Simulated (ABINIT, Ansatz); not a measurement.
Records of electronic-structure calculations.

**Al2O3 (Corundum): one start, several treatments of the self-energy**

Symmetry: R-3c, No. 167, trigonal system. Conventional cell: a = 4.760 Å, b = 4.760 Å, c = 12.996 Å, α = 90.00°, β = 90.00°, γ = 120.00°. Al has 6 O at 1.85 to 1.97 Å nearest. Nearest to O lie 4 Al at 1.85 to 1.97 Å. Farther neighbours, and contacts between anions beyond the nearest, are not listed.

```
Al O
1.0
     2.38025    1.37424    4.33187
    -2.38025    1.37424    4.33187
     0.00000   -2.74848    4.33187
Al O
4 6
Direct
  0.35216 0.35216 0.35216
  0.14784 0.14784 0.14784
  0.64784 0.64784 0.64784
  0.85216 0.85216 0.85216
  0.55668 0.94332 0.25000
  0.25000 0.55668 0.94332
  0.94332 0.25000 0.55668
  0.44332 0.05668 0.75000
  0.75000 0.44332 0.05668
  0.05668 0.75000 0.44332
```

* method: RPA screening on PBE, plane waves, norm-conserving pseudopotentials (and 3 further levels or steps)
* program: ABINIT 10.8.3
* settings: cutoff 36 Ha, PseudoDojo scalar-relativistic 0.4.1 standard, norm-conserving, ngkpt (2, 2, 2), nband 80, ecuteps 4.2 Ha, gwcalctyp 2, nfreqre 16, nfreqim 8, inclvkb 2, freqremax 40 eV, spmeth 1, nomegasf 120, shiftk (0, 0, 0), symchi 1, awtr 1, frequency cd, 2×2×2 k-mesh
* cost: 8 runs, 91 s in all on 4 MPI ranks of Arm Neoverse V2, shared host
* notes: The program’s warnings: Min real frequency set to default [Ha] =. The cell and positions come from the Crystallography Open Database and are kept as given unless a step says otherwise. The 2×2×2 mesh is coarse for this cell, which bears on the long-range parts of exchange and screening.
* G0W0, Godby-Needs plasmon pole: 8.379 eV
* G0W0, Hybertsen-Louie plasmon pole: 8.480 eV
* G0W0, von der Linden-Horsch plasmon pole: 8.400 eV
* one-shot Hartree-Fock: 16.218 eV
* G0W0, contour deformation: 8.391 eV
* known limits: short of the basis limit; coarse k mesh

G0W0, Hybertsen-Louie plasmon pole: +0.101 eV against G0W0, Godby-Needs plasmon pole. G0W0, von der Linden-Horsch plasmon pole: +0.021 eV against G0W0, Godby-Needs plasmon pole.

[Long decimals in the printed logs are rounded to 6 places.]

[Logs are printed without paths, hosts, clocks, repeated set-up lines and the standing remarks that a program may print on its own settings, such as how far it seeks lower states.]

[Paths, hosts, dates, memory and timing lines, banners, echoed tables and standing remarks are left out of the program output; an Ansatz launch command may be rebuilt from the run's recorded settings. Measured values are a selection of at most five: reports struck by readers or far from the other reports are left out. None is set beside runs whose start may be inverted or whose files or cutoffs have a known fault.]

[Runs of the session that timed out or met a known fault of the program may be left out.]

[Hosts, paths, dates, database ids (printed as entryN), source tags and the programs' standing remarks are cut or masked in the printed files.]

[G0W0 gaps are taken among the corrected bands and points alone; a level outside them can change the order at an edge.]

[Where Ansatz stands beside ABINIT at settings called matched, ABINIT's density can come from a denser mesh and the files from another edition; pairs whose starting gaps differed by over 0.03 eV were left out, so agreement reads better than it is.]
